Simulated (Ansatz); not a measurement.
# TiSn (model cell, started as zinc blende): a soft mode frozen in, part 2 of 3

Aim: this structure of TiSn (model cell, started as zinc blende) is to be tested for unstable modes, and one is followed downhill.

Ansatz 0.2.0; DFT PBEsol, scalar-relativistic, plane waves, PAW.

So far, highest frequency on the path or at a solved wavevector (cm⁻¹): step 2 (response at finite wavevector) 242. Also lowest frequency on the path (cm⁻¹): step 2 -59.0.

The structure was built from a prototype and need not be the compound's stable phase.

## 3. The mode frozen in, largest atomic shift 0 Å

The mode followed lies at q = (0.25, -0.5, -0.25) with frequency 54.1i cm⁻¹, the softest among the wavevectors solved. At small amplitude the distorted cell has space group no. 121 by a symmetry search on the positions. The undistorted cell that holds it gives the zero of energy on the same k mesh.

System of this step: TiSn (model cell, started as zinc blende). Symmetry: F-43m, No. 216, cubic system. The conventional cell has a = 6.223 Å, b = 6.223 Å, c = 6.223 Å, α = 90.00°, β = 90.00°, γ = 90.00°. Nearest to Ti lie 4 Sn at 2.69 Å. Nearest to Sn lie 4 Ti at 2.69 Å. Farther neighbours are not listed.

Contents of input.yaml:

```yaml
crystal:
  lattice:
    - [0.0, 0.0, -6.2229415338]
    - [6.2229415338, 0.0, 0.0]
    - [3.1114707669, -6.2229415338, -3.1114707669]
  atoms:
    - { symbol: Ti, position: [0.75, 0.25, 0.5] }
    - { symbol: Ti, position: [0.25, 0.75, 0.5] }
    - { symbol: Ti, position: [0.5, 0.5, 0.0] }
    - { symbol: Ti, position: [0.0, 0.0, 0.0] }
    - { symbol: Sn, position: [0.625, 0.625, 0.25] }
    - { symbol: Sn, position: [0.125, 0.125, 0.25] }
    - { symbol: Sn, position: [0.375, 0.875, 0.75] }
    - { symbol: Sn, position: [0.875, 0.375, 0.75] }
kpoints:
  mp_grid: { grid: [6, 6, 6] }
hamiltonian:
  xc: pbesol
scf:
  occupations: { method: gaussian, width: 0.01 }
output:
  forces: true
  stress: true
  eigenvalues: true
```

Run with:

```bash
ansatz run input.yaml --threads 4 --pin off --max-ram 7168MiB --backend cpu --events-out ev --progress --plain --runs-dir out
```

Numbers of over 12 decimals in the logs are rounded to 6 here.

Output:

```text
[...]
Crystal: 8 atoms, lattice volume = 240.983 Å³
Basis set: ecut = 420 eV, 4757 PW (Γ), exchange–correlation on 90×90×108 points (8 copies of the dense FFT grid, shifted against one another)
Bands: 63, of which v1, the nominal top of the filled ones, is band 52 counted from 1 (51 counted from 0)
Symmetry: 32 space group operations
[...]
k-point 0: bands = [... 48 lower, 6.7567, 6.7567, 6.9803, 6.9803, 7.1773, 7.2341, 7.2341, 7.8530, ... 6 higher]
  k-point 1: bands = [... 48 lower, 6.8058, 6.8058, 6.8695, 6.8695, 7.1992, 7.2242, 7.2242, 7.8018, ... 6 higher]
  k-point 2: bands = [... 48 lower, 6.6957, 6.6957, 6.9151, 6.9151, 7.1982, 7.1982, 7.2996, 7.6612, ... 6 higher]
  k-point 29: bands = [... 48 lower, 6.4650, 6.4650, 6.5293, 6.5293, 7.7788, 7.7788, 7.9087, 7.9087, ... 6 higher]
[key lines of the parts left out:]
SCF converged after 7 iterations
Free energy (F): -33688.082785 eV
Fermi energy:    7.078965 eV
P = ⅓ Tr σ = 0.0094 GPa (0.094 kbar)
```

Elapsed: 10 s, on 4 threads of Arm Neoverse V1, shared host; peak memory 0.8 GiB.

Numbers from this step:

```
pressure                         : 0.009423 GPa
energy from the undistorted cell : 0 meV/atom
```

The run ends at a pressure of 0.01 GPa.

## 4. The mode frozen in, largest atomic shift 0.6 Å

The atoms are moved along the unstable eigenvector, the largest shift by 0.6 Å, with the cell fixed.

input.yaml, the sections that differ from step 3:

```yaml
crystal:
  lattice:
    - [0.0, 0.0, -6.2229415338]
    - [6.2229415338, 0.0, 0.0]
    - [3.1114707669, -6.2229415338, -3.1114707669]
  atoms:
    - { symbol: Ti, position: [0.7008384705, 0.2008384705, 0.5] }
    - { symbol: Ti, position: [0.2991615295, 0.7991615295, 0.5] }
    - { symbol: Ti, position: [0.5491615295, 0.4508384705, 0.0] }
    - { symbol: Ti, position: [-0.0491615295, 0.0491615295, 0.0] }
    - { symbol: Sn, position: [0.625, 0.625, 0.25] }
    - { symbol: Sn, position: [0.125, 0.125, 0.25] }
    - { symbol: Sn, position: [0.3267912874, 0.8267912874, 0.8464174252] }
    - { symbol: Sn, position: [0.9232087126, 0.4232087126, 0.6535825748] }
# kpoints, hamiltonian, scf, output: as in step 3
```

Output:

```text
[...]
Crystal: 8 atoms, lattice volume = 240.983 Å³
Basis set: ecut = 420 eV, 4757 PW (Γ), exchange–correlation on 90×90×108 points (8 copies of the dense FFT grid, shifted against one another)
Bands: 63, of which v1, the nominal top of the filled ones, is band 52 counted from 1 (51 counted from 0)
Symmetry: 8 space group operations
[...]
k-points: 30 of 216 (time reversal used)
[...]
k-point 0: bands = [... 48 lower, 6.5170, 6.5602, 6.8047, 6.8047, 6.9589, 7.4712, 7.4917, 7.9494, ... 7 higher]
  k-point 1: bands = [... 48 lower, 6.5870, 6.6163, 6.9164, 6.9164, 6.9733, 7.4259, 7.5123, 7.9022, ... 7 higher]
  k-point 2: bands = [... 48 lower, 6.7689, 6.7689, 6.9836, 7.3218, 7.3218, 7.3225, 7.5688, 7.8037, ... 7 higher]
  k-point 29: bands = [... 48 lower, 6.7446, 6.8575, 6.8606, 6.9163, 7.6472, 7.7224, 7.7865, 8.0030, ... 7 higher]
[key lines of the parts left out:]
SCF converged after 9 iterations
Free energy (F): -33688.635930 eV
Fermi energy:    7.234369 eV
P = ⅓ Tr σ = -3.8363 GPa (-38.363 kbar)
```

It took 11 s on 4 threads; peak memory 0.79 GiB.

This step gave:

| Quantity | Value |
| --- | --- |
| pressure | -3.836 GPa |
| gap on the k-mesh | 0 eV |
| energy from the undistorted cell | -69.12 meV/atom |

The energy, extrapolated to zero smearing, is -69.12 meV/atom against the undistorted cell.

The run ends at a pressure of -3.84 GPa, with forces up to 0.43 eV/Å.

## 5. Energy along the mode, all amplitudes (two of the runs are shown above)

An imaginary frequency means negative curvature, so the energy should fall and then rise again as anharmonic terms take over.

This step gave:

```
depth at the lowest point sampled  : 69.12 meV/atom
largest atomic shift at that point : 0.6 Å
```

Table of energy from the parent by largest atomic shift:

```
largest atomic shift (Å)  energy from the parent (meV/atom)
                   0.000                                  0
                   0.040                             -0.362
                   0.080                              -1.44
                   0.140                              -4.41
                   0.220                              -11.0
                   0.320                              -23.3
                   0.450                              -44.2
                   0.600                              -69.1
```

Displacement at unit largest shift by atom:

```
atom  x (Å)  y (Å)  z (Å)  size
 Ti1  -0.51   0.00   0.51  0.72
 Ti2   0.51   0.00  -0.51  0.72
 Ti3  -0.51   0.00  -0.51  0.72
 Ti4   0.51   0.00   0.51  0.72
 Sn5   0.00   0.00   0.00  0.00
 Sn6   0.00   0.00   0.00  0.00
 Sn7   0.00  -1.00   0.00  1.00
 Sn8   0.00   1.00   0.00  1.00
```

The lowest of the steps tried is the last one, at 0.6 Å, 69.1 meV/atom below the parent; the bottom of the well need not coincide with a step.

## 6. Relaxing from the distorted cell

Starting from the lowest point found, all atoms and the cell are let go, so that strain and other modes of the same symmetry can join in.

Changes to input.yaml since step 4:

```diff
@@ -24 +24,6 @@
   eigenvalues: true
+relax:
+  adjacent_minimum: "off"
+  f_tol: 0.002
+  max_steps: 120
+  cell: { stress_tol: 0.03 }
```

Output:

```text
[...]
Crystal: 8 atoms, lattice volume = 240.983 Å³
Basis set: ecut = 420 eV, 4757 PW (Γ), exchange–correlation on 90×90×108 points (8 copies of the dense FFT grid, shifted against one another)
Bands: 63, of which v1, the nominal top of the filled ones, is band 52 counted from 1 (51 counted from 0)
Symmetry: 8 space group operations
[...]
k-points: 30 of 216 (time reversal used)
[...]
SCF iter   1: F=—  HF=-33688.682989 eV  |F-HF|=—  |Δ(HF+E_count)|=         —  Δρ=9.53e-3  dr2=3.42e-1  ethr=1.77e-3  ⟨swp⟩=7.0  Hψ=8042  notcnv=0
[...]
SCF iter   9: F=-33688.635930 eV  HF=-33688.635930 eV  |F-HF|=6.39e-9  |Δ(HF+E_count)|=   6.80e-9  Δρ=1.75e-6  dr2=1.12e-8  ethr=9.62e-11  ⟨swp⟩=10.8  Hψ=6674  notcnv=0
SCF 1 converged in 9 iterations: F = -33688.635930 eV  dr2 = 1.12e-8
[...]
relax step   1: F+E_penalty+E_count = -33688.63592960 eV  Δ(F+E_penalty+E_count) = +0.000e0 eV  max|allowed force component| = 4.282e-1 eV/Å  Δτ_max = 0.0000 Å  P = -3.836 GPa  Ω = 240.983 Å³  (9 SCF iters, dr2 threshold 1.00e-7 eV, accepted)
Crystal: 8 atoms, lattice volume = 215.396 Å³
Basis set: ecut = 420 eV, 4201 PW (Γ), exchange–correlation on 90×90×108 points (8 copies of the dense FFT grid, shifted against one another)
[...]
SCF iter   7: F=-33689.445637 eV  HF=-33689.445637 eV  |F-HF|=7.36e-9  |Δ(HF+E_count)|=   1.75e-7  Δρ=6.51e-6  dr2=9.90e-8  ethr=7.69e-10  ⟨swp⟩=7.4  Hψ=7800  notcnv=0
SCF 2 converged in 7 iterations: F = -33689.445637 eV  dr2 = 9.90e-8
[...]
relax step   2: F+E_penalty+E_count = -33689.44563687 eV  Δ(F+E_penalty+E_count) = -8.097e-1 eV  max|allowed force component| = 8.829e-1 eV/Å  Δτ_max = 0.1901 Å  P = -0.757 GPa  Ω = 215.396 Å³  energy of the carried Pulay correction = +2.433e-3 eV  (7 SCF iters, dr2 threshold 8.00e-7 eV, accepted)
Crystal: 8 atoms, lattice volume = 202.668 Å³
Basis set: ecut = 420 eV, 3947 PW (Γ), exchange–correlation on 90×90×108 points (8 copies of the dense FFT grid, shifted against one another)
[...]
SCF iter   7: F=-33690.190611 eV  HF=-33690.190611 eV  |F-HF|=1.69e-7  |Δ(HF+E_count)|=   3.52e-7  Δρ=9.47e-6  dr2=2.29e-7  ethr=7.69e-10  ⟨swp⟩=9.3  Hψ=8127  notcnv=0
SCF 3 converged in 7 iterations: F = -33690.190611 eV  dr2 = 2.29e-7
relax step   3: F+E_penalty+E_count = -33690.19061122 eV  Δ(F+E_penalty+E_count) = -7.450e-1 eV  max|allowed force component| = 1.134e0 eV/Å  Δτ_max = 0.1954 Å  P = -0.267 GPa  Ω = 202.668 Å³  energy of the carried Pulay correction = +3.748e-3 eV  (7 SCF iters, dr2 threshold 8.00e-7 eV, accepted)
[... from here on, the SCF cycles and remarks between the steps are left out ...]
relax step   4: F+E_penalty+E_count = -33690.96554540 eV  Δ(F+E_penalty+E_count) = -7.749e-1 eV  max|allowed force component| = 8.695e-1 eV/Å  Δτ_max = 0.1948 Å  P = +0.136 GPa  Ω = 192.072 Å³  energy of the carried Pulay correction = +4.902e-3 eV  (7 SCF iters, dr2 threshold 8.00e-7 eV, accepted)
relax step   5: F+E_penalty+E_count = -33691.32241001 eV  Δ(F+E_penalty+E_count) = -3.569e-1 eV  max|allowed force component| = 2.462e-1 eV/Å  Δτ_max = 0.1985 Å  P = +0.022 GPa  Ω = 185.504 Å³  energy of the carried Pulay correction = +5.647e-3 eV  (7 SCF iters, dr2 threshold 8.00e-7 eV, accepted)
relax step   6: F+E_penalty+E_count = -33691.40660562 eV  Δ(F+E_penalty+E_count) = -8.420e-2 eV  max|allowed force component| = 2.959e-1 eV/Å  Δτ_max = 0.1026 Å  P = +0.320 GPa  Ω = 182.309 Å³  energy of the carried Pulay correction = +6.017e-3 eV  (7 SCF iters, dr2 threshold 8.00e-7 eV, accepted)
relax step   7: F+E_penalty+E_count = -33691.53715322 eV  Δ(F+E_penalty+E_count) = -1.305e-1 eV  max|allowed force component| = 1.419e-1 eV/Å  Δτ_max = 0.1943 Å  P = -0.154 GPa  Ω = 181.350 Å³  energy of the carried Pulay correction = +6.130e-3 eV  (8 SCF iters, dr2 threshold 8.00e-7 eV, accepted)
relax step   8: F+E_penalty+E_count = -33691.66498471 eV  Δ(F+E_penalty+E_count) = -1.278e-1 eV  max|allowed force component| = 2.737e-1 eV/Å  Δτ_max = 0.1691 Å  P = +0.133 GPa  Ω = 179.928 Å³  energy of the carried Pulay correction = +6.297e-3 eV  (7 SCF iters, dr2 threshold 8.00e-7 eV, accepted)
relax step   9: F+E_penalty+E_count = -33691.75340428 eV  Δ(F+E_penalty+E_count) = -8.842e-2 eV  max|allowed force component| = 2.596e-1 eV/Å  Δτ_max = 0.1978 Å  P = +0.717 GPa  Ω = 178.758 Å³  energy of the carried Pulay correction = +6.436e-3 eV  (7 SCF iters, dr2 threshold 8.00e-7 eV, accepted)
relax step  10: F+E_penalty+E_count = -33691.77522958 eV  Δ(F+E_penalty+E_count) = -2.183e-2 eV  max|allowed force component| = 1.619e-1 eV/Å  Δτ_max = 0.1249 Å  P = -1.802 GPa  Ω = 182.423 Å³  energy of the carried Pulay correction = +6.004e-3 eV  (8 SCF iters, dr2 threshold 8.00e-7 eV, accepted)
relax step  11: F+E_penalty+E_count = -33691.76349411 eV  Δ(F+E_penalty+E_count) = +1.174e-2 eV  max|allowed force component| = 9.478e-2 eV/Å  Δτ_max = 0.0442 Å  P = +2.662 GPa  Ω = 172.171 Å³  energy of the carried Pulay correction = +7.231e-3 eV  (6 SCF iters, dr2 threshold 8.00e-7 eV, rejected (line search))
relax step  12: F+E_penalty+E_count = -33691.81349786 eV  Δ(F+E_penalty+E_count) = -3.827e-2 eV  max|allowed force component| = 4.174e-2 eV/Å  Δτ_max = 0.0370 Å  P = -0.233 GPa  Ω = 178.664 Å³  energy of the carried Pulay correction = +6.447e-3 eV  (10 SCF iters, accepted)
relax step  13: F+E_penalty+E_count = -33691.81636460 eV  Δ(F+E_penalty+E_count) = -2.867e-3 eV  max|allowed force component| = 1.720e-2 eV/Å  Δτ_max = 0.0300 Å  P = +0.166 GPa  Ω = 177.924 Å³  energy of the carried Pulay correction = +6.535e-3 eV  (6 SCF iters, dr2 threshold 1.55e-7 eV, accepted)
relax step  14: F+E_penalty+E_count = -33691.81577416 eV  Δ(F+E_penalty+E_count) = +5.904e-4 eV  max|allowed force component| = 2.165e-2 eV/Å  Δτ_max = 0.0036 Å  P = -0.258 GPa  Ω = 178.933 Å³  energy of the carried Pulay correction = +6.415e-3 eV  (6 SCF iters, dr2 threshold 7.10e-8 eV, rejected (line search))
relax step  15: F+E_penalty+E_count = -33691.81658069 eV  Δ(F+E_penalty+E_count) = -2.161e-4 eV  max|allowed force component| = 7.376e-4 eV/Å  Δτ_max = 0.0025 Å  P = +0.007 GPa  Ω = 178.284 Å³  energy of the carried Pulay correction = +6.492e-3 eV  (8 SCF iters, accepted)
Basis set: ecut = 420 eV, 3469 PW (Γ), exchange–correlation on 72×72×100 points (8 copies of the dense FFT grid, shifted against one another)
[...]
SCF iter   6: F=-33691.811170 eV  HF=-33691.811170 eV  |F-HF|=7.28e-12  |Δ(HF+E_count)|=  5.82e-11  Δρ=6.86e-8  dr2=7.84e-12  ethr=1.00e-12  ⟨swp⟩=5.7  Hψ=8697  notcnv=0
SCF 16 converged in 6 iterations: F = -33691.811170 eV  dr2 = 7.84e-12
relax step  16: F+E_penalty+E_count = -33691.81116973 eV  Δ(F+E_penalty+E_count) = +5.411e-3 eV  max|allowed force component| = 9.344e-4 eV/Å  Δτ_max = 0.0000 Å  P = +0.009 GPa  Ω = 178.284 Å³  stress off target by 1.94e-2 GPa  SCF on the basis re-selected at this cell (its energy is not comparable with the rows above)  (6 SCF iters)
basis re-selected at this cell: Δ(F+E_penalty+E_count) = +5.411e-3 eV, ΔP = +0.002 GPa vs the last step (what re-selecting the basis moved, of the pressure what is left beyond the Pulay correction that the steps carried, after the strain that the cell walked since its last selection, with what the two solves' SCF thresholds leave and, on support functions, any second-order correction that the steps lacked; it is no measure of the basis error at this ecutwfc). The dense FFT grid was sized anew with the basis: this SCF ran on 36×36×50 points, the steps before it on 45×45×54, so part of this shift can come from that change (see relax.cell in the input reference). [rest of the remark cut]
SCF converged after 6 iterations
Free energy (F): -33691.811170 eV
[...]
Internal energy: -33691.810822 eV  (E = F + TS)
E sigma→0 (E₀):  -33691.810996 eV
Entropy (-TS):   -0.000348 eV (-0.044 meV/atom)
Fermi energy:    11.580458 eV
[...]
--- Forces (eV/Å), atoms counted from 1 ---
  atom   1  Ti     0.00042006     0.00093442    -0.00042006
  atom   2  Ti    -0.00042006     0.00093442     0.00042006
  atom   3  Ti     0.00042006    -0.00093442     0.00042006
  atom   4  Ti    -0.00042006    -0.00093442    -0.00042006
  atom   5  Sn     0.00000000     0.00000000     0.00000000
  atom   6  Sn    -0.00000000     0.00000000     0.00000000
  atom   7  Sn    -0.00000000    -0.00040126    -0.00000000
  atom   8  Sn    -0.00000000     0.00040126    -0.00000000
  max |Σ_I F_I| component: 3.40e-17 eV/Å
--- Stress (GPa, compression-positive) ---
        0.004093       0.000000       0.000000
        0.000000       0.019384      -0.000000
        0.000000      -0.000000       0.004093
  P = ⅓ Tr σ = 0.0092 GPa (0.092 kbar)
--- Band table (eV; the first three rows and the last of 30) ---
  k-point 0: bands = [... 48 lower, 11.3747, 11.5440, 11.5468, 11.5468, 11.6561, 11.6700, 11.8265, 11.8559, ... 7 higher]
  k-point 1: bands = [... 48 lower, 11.2781, 11.2781, 11.3067, 11.4690, 11.6368, 11.8319, 12.0823, 12.0823, ... 7 higher]
  k-point 2: bands = [... 48 lower, 10.9764, 10.9764, 11.0554, 11.3575, 11.7225, 11.9481, 12.2815, 12.2815, ... 7 higher]
  k-point 29: bands = [... 48 lower, 11.1411, 11.2237, 11.8874, 11.9042, 11.9335, 12.0828, 12.1266, 12.2607, ... 7 higher]
--- Relaxed structure (15 steps of the walk, 13 accepted, 1 SCFs on fresh bases) ---
  F+E_penalty+E_count = -33691.81116973 eV   max|allowed force component| = 9.344e-4 eV/Å   (the final SCF, on the basis selected at the relaxed cell)
  cell:  # Å, volume = 178.2836 Å³
    - [0.0, 0, -5.300193]
    - [5.300193, 0, 0.0]
    - [2.650097, -6.346408, -2.650097]
  atoms:
    - { symbol: Ti, position: [0.607534, 0.107534, 0.624905] }
    - { symbol: Ti, position: [0.267561, 0.767561, 0.624905] }
    - { symbol: Ti, position: [0.642466, 0.482439, -0.124905] }
    - { symbol: Ti, position: [-0.017561, 0.142466, -0.124905] }
    - { symbol: Sn, position: [0.625, 0.625, 0.25] }
    - { symbol: Sn, position: [0.125, 0.125, 0.25] }
    - { symbol: Sn, position: [0.244197, 0.744197, 1.011606] }
    - { symbol: Sn, position: [1.005803, 0.505803, 0.488394] }
```

Elapsed: 3.6 min, on 4 threads; peak memory 0.86 GiB; 14 min of CPU time.

(Continued in part 3 of 3.)

[Logs are printed without paths, hosts, clocks, repeated set-up lines and the standing remarks that a program may print on its own settings, such as how far it seeks lower states.]

[Hosts, paths, dates, database ids (printed as entryN), source tags and the programs' standing remarks are cut or masked in the printed files.]
